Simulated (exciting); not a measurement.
# F K-edge absorption of CsSrF3, all-electron BSE

How far do the exchange and direct terms reshape the F K edge of CsSrF3?

Method: X-ray absorption, core-level Bethe-Salpeter equation, exchange and statically screened direct term, Tamm-Dancoff, all-electron LAPW+lo LDA, in exciting sodium.

## (1) Set-up

Symmetry: Pm-3m, No. 221, cubic system. The conventional cell has a = 4.763 Å, b = 4.763 Å, c = 4.763 Å, α = 90.00°, β = 90.00°, γ = 90.00°. Nearest to Cs lie 12 F at 3.37 Å. Nearest to Sr lie 6 F at 2.38 Å. F has 2 Sr at 2.38 Å and 4 Cs at 3.37 Å nearest. Farther neighbours and most contacts between anions are not listed.

Structure file:

```xyz
5
Lattice="4.7632 0.0000 0.0000 0.0000 4.7632 0.0000 0.0000 0.0000 4.7632" Properties=species:S:1:pos:R:3 pbc="T T T"
Cs    0.0000    0.0000    0.0000
Sr    2.3816    2.3816    2.3816
F     2.3816    2.3816    0.0000
F     2.3816    0.0000    2.3816
F     0.0000    2.3816    2.3816
```

Differences between curves are given as r.m.s. difference over r.m.s. height.

## (2) Ground state

The species files are the program's own, with muffin-tin radii set in the input.

input.xml reads:

```
<input>
  <title>CsSrF3</title>
  <structure speciespath="." autormt="false" epslat="1.0e-5">
    <crystal>
      <basevect>9.0012323112 0.0000000000 0.0000000000</basevect>
      <basevect>0.0000000000 9.0012323112 0.0000000000</basevect>
      <basevect>0.0000000000 0.0000000000 9.0012323112</basevect>
    </crystal>
    <species speciesfile="Cs.xml" rmt="2.464">
      <atom coord="0.0000000000 0.0000000000 0.0000000000"/>
    </species>
    <species speciesfile="Sr.xml" rmt="2.464">
      <atom coord="0.5000000000 0.5000000000 0.5000000000"/>
    </species>
    <species speciesfile="F.xml" rmt="1.902">
      <atom coord="0.5000000000 0.5000000000 0.0000000000"/>
      <atom coord="0.5000000000 0.0000000000 0.5000000000"/>
      <atom coord="0.0000000000 0.5000000000 0.5000000000"/>
    </species>
  </structure>
  <groundstate do="fromscratch" xctype="LDA_PW" ngridk="3 3 3" rgkmax="7" gmaxvr="14" nempty="8" swidth="0.001" maxscl="100" epsengy="1e-5"/>
</input>
```

The run is started by

```bash
$ OMP_NUM_THREADS=1 mpirun -n 4 exciting
```

Numbers of over 12 decimals in the logs are rounded to 6 here.

The log of the run:

```text
EXCITING SODIUM started
********************************************************************************
* Ground-state run starting from atomic densities                              *
********************************************************************************
+ Starting initialization                                                      +
[... lattice and species ...]
 Spin treatment                             :    spin-unpolarised
 Number of Bravais lattice symmetries       :      48
[...]
+ Self-consistent loop stopped                                                 +
 STATE.OUT is written
********************************************************************************
* Groundstate module stopped                                                   *
********************************************************************************
 Total time spent (seconds)                 :       137.08
- CAUTION! Warnings have been written in file WARNING.OUT !                    -
| EXCITING SODIUM stopped                                                      =
[key lines of the parts left out:]
Total energy                               :    -11258.84315398
Fermi energy                               :         0.09085784
```

Run time: 2.3 min. Hardware: 4 MPI ranks of Intel Xeon at 2.50GHz (Skylake/Cascade Lake), shared host.

The warnings file holds hints only, no warning.

The mesh shows a gap of 6.06 eV. Core levels (Dirac, from the valence top):

```tsv
atom	level	energy (eV)
F	1s1/2	-646.2
```

## (3) A richer basis for the empty states

Each species file gets more local orbitals, built from u and its energy derivative at 0.15 Ha and u at 0.9 Ha.

input.xml is that of step 2.

SPECIES.xml, added lines reads:

```
<lo l="L">  <!-- L = 0, 1, 2, and 3 from Cs on -->
  <wf matchingOrder="0" trialEnergy="0.1500" searchE="false"/>
  <wf matchingOrder="1" trialEnergy="0.1500" searchE="false"/>
  <wf matchingOrder="0" trialEnergy="0.9000" searchE="false"/>
</lo>
```

The run is started by

```bash
$ OMP_NUM_THREADS=1 mpirun -n 4 exciting
```

The log of the run:

```text
EXCITING SODIUM started
********************************************************************************
* Ground-state run starting from atomic densities                              *
********************************************************************************
+ Starting initialization                                                      +
[... lattice and species ...]
 Spin treatment                             :    spin-unpolarised
 Number of Bravais lattice symmetries       :      48
[...]
+ Self-consistent loop stopped                                                 +
 STATE.OUT is written
********************************************************************************
* Groundstate module stopped                                                   *
********************************************************************************
 Total time spent (seconds)                 :       111.40
- CAUTION! Warnings have been written in file WARNING.OUT !                    -
| EXCITING SODIUM stopped                                                      =
[key lines of the parts left out:]
Total energy                               :    -11258.84465500
Fermi energy                               :         0.09122269
```

The job ended after 1.9 min (4 MPI ranks).

Against the first ground state the total energy moves by -8 meV an atom and the gap by -0.01 eV.

## (4) Screening, kernels and BSE for F atom 3

The absorber has 2 Sr at 2.38 Å (linear, site symmetry 4/mmm).

input.xml, as its differences from that of step 3:

```diff
@@ -20,3 +20,20 @@
   </structure>
-  <groundstate do="fromscratch" xctype="LDA_PW" ngridk="3 3 3" rgkmax="7" gmaxvr="14" nempty="8" swidth="0.001" maxscl="100" epsengy="1e-5"/>
+  <groundstate do="skip" xctype="LDA_PW" ngridk="3 3 3" rgkmax="7" gmaxvr="14" nempty="8" swidth="0.001" maxscl="100" epsengy="1e-5"/>
+  <xs xstype="BSE" ngridk="3 3 3" ngridq="3 3 3" vkloff="0.097 0.273 0.493" rgkmax="7" nempty="58" gqmax="3" lmaxapwwf="5" lmaxemat="2" broad="0.01654" tevout="true">
+    <energywindow intv="23.526 25.143" points="439"/>
+    <screening screentype="full" nempty="85"/>
+    <BSE xas="true" xasspecies="3" xasatom="1" xasedge="K" bsetype="singlet" nstlxas="1 54"/>
+    <qpointset>
+      <qpoint>0 0 0</qpoint>
+    </qpointset>
+    <plan>
+      <doonly task="xsgeneigvec"/>
+      <doonly task="writepmatxs"/>
+      <doonly task="scrgeneigvec"/>
+      <doonly task="scrwritepmat"/>
+      <doonly task="screen"/>
+      <doonly task="scrcoulint"/>
+      <doonly task="exccoulint"/>
+    </plan>
+  </xs>
 </input>
```

input.xml for the last start (plan only) reads:

```
  <plan>
    <doonly task="bse"/>
  </plan>
```

The run is started by

```bash
$ OMP_NUM_THREADS=1 mpirun -n 4 exciting
$ OMP_NUM_THREADS=4 exciting
```

The log of the run:

```text
| EXCITING SODIUM started for task xsgeneigvec ( 301)                          =
One-shot GS runs for BSE calculations
One-shot GS runs for k+qmt/2 grids
Info(xsgeneigvec): Generating eigenvectors for Q-point      1
Info(xsgeneigvec): Generation of eigenvectors finished
| EXCITING SODIUM started for task writepmatxs ( 320)                          =
Info(writepmatxs): Momentum matrix elements finished
| EXCITING SODIUM started for task scrgeneigvec ( 401)                         =
One-shot GS runs for BSE calculations
One-shot GS runs for k+qmt/2 grids
[...]
Info(setup_bse_block): Setting up RR part of hamiltonian
Info(setup_bse_block): Singlet spin state
Info(bse): Diagonalizing RR Hamiltonian (TDA)
Info(bse): Invoking Lapack routine ZHEEVR
      2916 eigen solutions found in the interval:
         i1=       1 i2=    2916
Info(bse): Writing excition energies and oscillator strengths to text file.
Info(makespectrum_dist): Making spectrum using formula for coupling with time reversed AR basis.
Info(makespectrum_dist): Using formalism for vanishing momentum transfer.
Info(writederived): Writing quantities derived from the macroscopic dielectric function.
Info(bselauncher): Spectrum finished for iqmt=  1
Info(bselauncher): All done for BSE type singlet
```

Run time: 30 min. Hardware: 4 MPI ranks.

Wall time by task: xsgeneigvec 28 s, writepmatxs 29 s, scrgeneigvec 21 s, scrwritepmat 18 s, screen 2.5 min, scrcoulint 8.7 min, exccoulint 16 min, bse 45 s.

The F K spectrum of F atom 3 (energy from the Kohn–Sham onset, core level to the lowest empty state found on the meshes used, 652.17 eV; the ground-state mesh sets it, and the shifted mesh has its lowest transition 0.49 eV above it; Im ε scaled to the maximum of the singlet run; cut below the end of the band set):

```tsv
E (eV)	Im ε
-4.5	0.02
-4.0	0.02
-3.5	0.03
-3.0	0.05
-2.5	0.07
-2.0	0.12
-1.5	0.25
-1.0	0.68
-0.5	0.90
0.0	0.53
0.5	0.37
1.0	0.22
1.5	0.17
2.0	0.17
2.5	0.20
3.0	0.31
3.5	0.41
4.0	0.37
4.5	0.20
5.0	0.15
5.5	0.14
6.0	0.13
6.5	0.14
7.0	0.14
7.5	0.15
8.0	0.17
8.5	0.12
9.0	0.09
9.5	0.08
10.0	0.07
10.5	0.08
11.0	0.08
11.5	0.12
12.0	0.18
12.5	0.16
13.0	0.13
13.5	0.10
14.0	0.10
14.5	0.11
15.0	0.13
15.5	0.16
16.0	0.18
16.5	0.16
17.0	0.18
17.5	0.21
18.0	0.22
18.5	0.24
19.0	0.22
19.5	0.19
20.0	0.13
20.5	0.11
21.0	0.11
21.5	0.11
22.0	0.10
22.5	0.08
23.0	0.07
```

Maxima (height): -0.7 eV (1.00), 3.7 eV (0.43), 7.9 eV (0.18), 12.1 eV (0.19), 15.9 eV (0.18) and 18.7 eV (0.25).

The Hamiltonian has 2916 rows. The lowest groups of eigenvalues and the brightest ones, on the scale above (the program counts from the shifted mesh's onset, 0.49 eV higher). Core spinors bring spin-forbidden partners, so dark means forbidden by spin or by symmetry, and the shifted mesh splits states that symmetry would keep together:

```tsv
energy (eV)	states within 10 meV	relative strength
-1.497	2	5.2e-4
-0.765	1	dark
-0.731	1	0.85
-0.705	1	dark
-0.665	1	1.00
-0.560	2	0.049
-0.261	2	0.13
0.262	2	0.11
3.751	2	0.18
3.937	4	0.19
18.666	4	0.16
```

## (5) Independent particles

input.xml, as its differences from that of step 4:

```diff
@@ -24,3 +24,3 @@
     <screening screentype="full" nempty="85"/>
-    <BSE xas="true" xasspecies="3" xasatom="1" xasedge="K" bsetype="singlet" nstlxas="1 54"/>
+    <BSE xas="true" xasspecies="3" xasatom="1" xasedge="K" bsetype="IP" nstlxas="1 54"/>
     <qpointset>
@@ -29,9 +29,3 @@
     <plan>
-      <doonly task="xsgeneigvec"/>
-      <doonly task="writepmatxs"/>
-      <doonly task="scrgeneigvec"/>
-      <doonly task="scrwritepmat"/>
-      <doonly task="screen"/>
-      <doonly task="scrcoulint"/>
-      <doonly task="exccoulint"/>
+      <doonly task="bse"/>
     </plan>
```

The run is started by

```bash
$ OMP_NUM_THREADS=4 exciting
```

The log of the run:

```text
| EXCITING SODIUM started for task bse ( 445)                                  =
Info(bselauncher): Init time:    3.154563
Info(bselauncher): Setting up and diagonalizing BSE Hamiltonian.
Info(bselauncher): Using momentum transfer vectors from list :   1 to  1
Info(bselauncher): Distributing qmt-points over   1 processes.
Info(bselauncher): BSE type: IP
Info(bselauncher): Momentum transfer list index: iqmt=  1
Info(bselauncher): Momentum transfer: vqmtl=   0.000   0.000   0.000
Info(bse): Inspecting occupations...
Info(setranges_modxs): Number of non-reduced k-points:       27
[...]
highest unoccupied state:  79
  Opening gap with a scissor of:      0.000/H      0.000/eV
Info(select_transitions): Number of participating transitions:    2916
Info(bse): Selecting transitions...
Info(bse):bsegap (eV):   652.658284
Info(bse): IP requested, nothing much to do
Info(bse): Writing excition energies and oscillator strengths to text file.
Info(makespectrum_dist): Making spectrum using formula for coupling with time reversed AR basis.
Info(makespectrum_dist): Using formalism for vanishing momentum transfer.
Info(writederived): Writing quantities derived from the macroscopic dielectric function.
Info(bselauncher): Spectrum finished for iqmt=  1
Info(bselauncher): All done for BSE type IP
```

The job ended after 4.5 s (4 threads).

Maxima (height): 3.0 eV (0.40), 8.1 eV (0.36), 9.9 eV (0.22), 14.7 eV (0.17) and 21.1 eV (0.36); 1 lower ones aren't listed. The spectrum differs from the singlet run by 83 % r.m.s. Moving the earlier curve by +3.7 eV leaves 45 %. The highest maximum lies at 3.0 eV (0.40), against -0.7 eV (1.00).

## (6) Exchange alone

input.xml, as its differences from that of step 5:

```diff
@@ -24,3 +24,3 @@
     <screening screentype="full" nempty="85"/>
-    <BSE xas="true" xasspecies="3" xasatom="1" xasedge="K" bsetype="IP" nstlxas="1 54"/>
+    <BSE xas="true" xasspecies="3" xasatom="1" xasedge="K" bsetype="RPA" nstlxas="1 54"/>
     <qpointset>
```

The run is started by

```bash
$ OMP_NUM_THREADS=4 exciting
```

The log of the run:

```text
| EXCITING SODIUM started for task bse ( 445)                                  =
Info(bselauncher): Init time:    2.817862
Info(bselauncher): Setting up and diagonalizing BSE Hamiltonian.
Info(bselauncher): Using momentum transfer vectors from list :   1 to  1
Info(bselauncher): Distributing qmt-points over   1 processes.
Info(bselauncher): BSE type: RPA
Info(bselauncher): Momentum transfer list index: iqmt=  1
Info(bselauncher): Momentum transfer: vqmtl=   0.000   0.000   0.000
Info(bse): Inspecting occupations...
Info(setranges_modxs): Number of non-reduced k-points:       27
[...]
Info(setup_bse_block): Setting up RR part of hamiltonian
Info(setup_bse_block): Using RPA approximation
Info(bse): Diagonalizing RR Hamiltonian (TDA)
Info(bse): Invoking Lapack routine ZHEEVR
      2916 eigen solutions found in the interval:
         i1=       1 i2=    2916
Info(bse): Writing excition energies and oscillator strengths to text file.
Info(makespectrum_dist): Making spectrum using formula for coupling with time reversed AR basis.
Info(makespectrum_dist): Using formalism for vanishing momentum transfer.
Info(writederived): Writing quantities derived from the macroscopic dielectric function.
Info(bselauncher): Spectrum finished for iqmt=  1
Info(bselauncher): All done for BSE type RPA
```

It took 64 s on 4 threads.

Maxima (height): 3.0 eV (0.39), 8.1 eV (0.36), 9.9 eV (0.22), 14.7 eV (0.17) and 21.2 eV (0.37); 1 lower ones aren't listed. The spectrum differs from the independent-particle run by 2 % r.m.s.

## (7) A changed run

In this try the input is made faulty on purpose, to show what that does.

input.xml, as its differences from that of step 6:

```diff
@@ -23,4 +23,4 @@
     <energywindow intv="23.526 25.143" points="439"/>
-    <screening screentype="full" nempty="85"/>
-    <BSE xas="true" xasspecies="3" xasatom="1" xasedge="K" bsetype="RPA" nstlxas="1 54"/>
+    <screening screentype="full" nempty="3"/>
+    <BSE xas="true" xasspecies="3" xasatom="1" xasedge="K" bsetype="singlet" nstlxas="1 54"/>
     <qpointset>
@@ -29,3 +29,6 @@
     <plan>
-      <doonly task="bse"/>
+      <doonly task="scrgeneigvec"/>
+      <doonly task="scrwritepmat"/>
+      <doonly task="screen"/>
+      <doonly task="scrcoulint"/>
     </plan>
```

input.xml for the last start (plan only) reads:

```
  <plan>
    <doonly task="bse"/>
  </plan>
```

The run is started by

```bash
$ OMP_NUM_THREADS=1 mpirun -n 4 exciting
$ OMP_NUM_THREADS=4 exciting
```

The log of the run:

```text
| EXCITING SODIUM started for task scrgeneigvec ( 401)                         =
One-shot GS runs for BSE calculations
One-shot GS runs for k+qmt/2 grids
Info(xsgeneigvec): Generating eigenvectors for Q-point      1
Using screening GS parameters.
Info(xsgeneigvec): Generation of eigenvectors finished
| EXCITING SODIUM started for task scrwritepmat ( 420)                         =
Info(writepmatxs): Momentum matrix elements finished
Info(scrwritepmat): Momentum matrix elements for screening finished
| EXCITING SODIUM started for task screen ( 430)                               =
[...]
Info(setup_bse_block): Setting up RR part of hamiltonian
Info(setup_bse_block): Singlet spin state
Info(bse): Diagonalizing RR Hamiltonian (TDA)
Info(bse): Invoking Lapack routine ZHEEVR
      2916 eigen solutions found in the interval:
         i1=       1 i2=    2916
Info(bse): Writing excition energies and oscillator strengths to text file.
Info(makespectrum_dist): Making spectrum using formula for coupling with time reversed AR basis.
Info(makespectrum_dist): Using formalism for vanishing momentum transfer.
Info(writederived): Writing quantities derived from the macroscopic dielectric function.
Info(bselauncher): Spectrum finished for iqmt=  1
Info(bselauncher): All done for BSE type singlet
```

The job ended after 9.2 min (4 MPI ranks).

Wall time by task: scrgeneigvec 20 s, scrwritepmat 11 s, screen 30 s, scrcoulint 7.5 min, bse 38 s.

The input has a fault: far too few empty states in the screening. Against the singlet run the r.m.s. difference is 107 %. Moving the earlier curve by -2.1 eV leaves 33 %. The highest maximum lies at -2.8 eV (1.39), against -0.7 eV (1.00). The first bright state moves from -0.73 to -2.75 eV. Too few states underscreen, so the attraction is too strong.

```tsv
E (eV)	first run	this run
-6.0	0.01	0.03
-5.0	0.02	0.06
-4.0	0.02	0.17
-3.0	0.05	1.07
-2.0	0.12	0.48
-1.0	0.68	0.38
0.0	0.53	0.18
1.0	0.22	0.22
2.0	0.17	0.35
3.0	0.31	0.13
4.0	0.37	0.08
5.0	0.15	0.09
6.0	0.13	0.11
7.0	0.14	0.14
8.0	0.17	0.08
9.0	0.09	0.06
10.0	0.07	0.07
11.0	0.08	0.18
12.0	0.18	0.11
13.0	0.13	0.08
14.0	0.10	0.12
15.0	0.13	0.16
16.0	0.18	0.13
17.0	0.18	0.18
18.0	0.22	0.16
19.0	0.22	0.09
20.0	0.13	0.06
21.0	0.11	0.07
22.0	0.10	0.05
23.0	0.07	0.03
```

(Continued in part 2 of 2.)

[Banner, clock and machine lines of the logs are left out without a mark of their own.]

[Logs are printed without paths, hosts, clocks, repeated set-up lines and the standing remarks that a program may print on its own settings, such as how far it seeks lower states.]

[Hosts, paths, dates, database ids (printed as entryN), source tags and the programs' standing remarks are cut or masked in the printed files.]
